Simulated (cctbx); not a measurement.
## Symmetry from intensities

Cell: a = 5.8100 Å, b = 5.8100 Å, c = 26.3480 Å, α = 90.00°, β = 90.00°, γ = 90.00°. Expected content of the cell: Sn8 Ag4 Rb8.

The data are simulated with cctbx, not measured: Mo Kα, λ = 0.71073 Å, to d = 0.8 Å, 50 % of the full sphere, strongest reflection 40000 counts, noise from counting, a 2 % proportional error and a noise floor of 15 counts (s.d.); no absorption, some extinction.

A first pass over the reflections prints:

```text
3581 reflections to d = 0.802 A
centring   violations  <I/sigma> of those
    A        623 of  1813      7.9
    B        614 of  1800      7.7
    C        781 of  1805      7.0
    I          0 of  1791     -0.0
    R        795 of  2347      7.5
    F       1009 of  2709      7.5
Laue class    unique    Rint  (classes that these axes allow; Friedel mates merged)
I 1 2/m 1         907   0.018
I 1 1 2/m         854   0.018
I 2/m 1 1         874   0.017
I m m m           541   0.019
I 4/m             468   0.019
I 4/m m m         315   0.020
space group    extra absences  I>4sigma  <I/sigma>
I 4 2 2                 0          0         -  acentric
I 41 2 2                7          0      -0.1  acentric
I 4 m m                 0          0         -  acentric
I 41 m d              118          0       0.1  acentric
I -4 m 2                0          0         -  acentric
I -4 2 m                0          0         -  acentric
I -4 2 d              118          0       0.1  acentric
I 4/m m m               0          0         -  centric
I 41/a m d :1         130          0       0.1  centric
I 41/a m d :2         130          0       0.1  centric
Wilson B = 0.16 A^2   <|E^2-1|> = 1.072 (0.968 centric, 0.736 acentric)   E^2>4: 5.2 %
shell (A)         n   <I/sigma>
13.18 - 1.60     52     35.5
 1.60 - 1.27     42     38.4
 1.27 - 1.11     38     32.3
 1.11 - 1.01     37     28.3
 1.01 - 0.94     36     33.5
 0.94 - 0.88     39     33.1
 0.88 - 0.84     31     27.5
 0.84 - 0.80     40     35.1
```

Q: Read the symmetry from these tables.

The reflections that I centring forbids are absent (⟨I/σ⟩ near 0), so the lattice is I.

Rint stays low (0.017 to 0.020) up to I 4/m m m, the highest class in these axes.

10 settings pass the absence test. The most absences obeyed, 130, belong to I 41/a m d alone.

⟨|E²−1|⟩ = 1.072 leans to a centrosymmetric structure. The Wilson B of 0.16 Å² means U ≈ 0.0020 Å².

The true group is I4_1/amd (no. 141, origin choice 1), Laue class 4/mmm, centrosymmetric. The tables fix it.

The model was made for the exercise: a known structure type with other elements put in, its volume estimated, not relaxed; displacement parameters are assumed.

[Logs are printed without paths, hosts, clocks, repeated set-up lines and the standing remarks that a program may print on its own settings, such as how far it seeks lower states.]
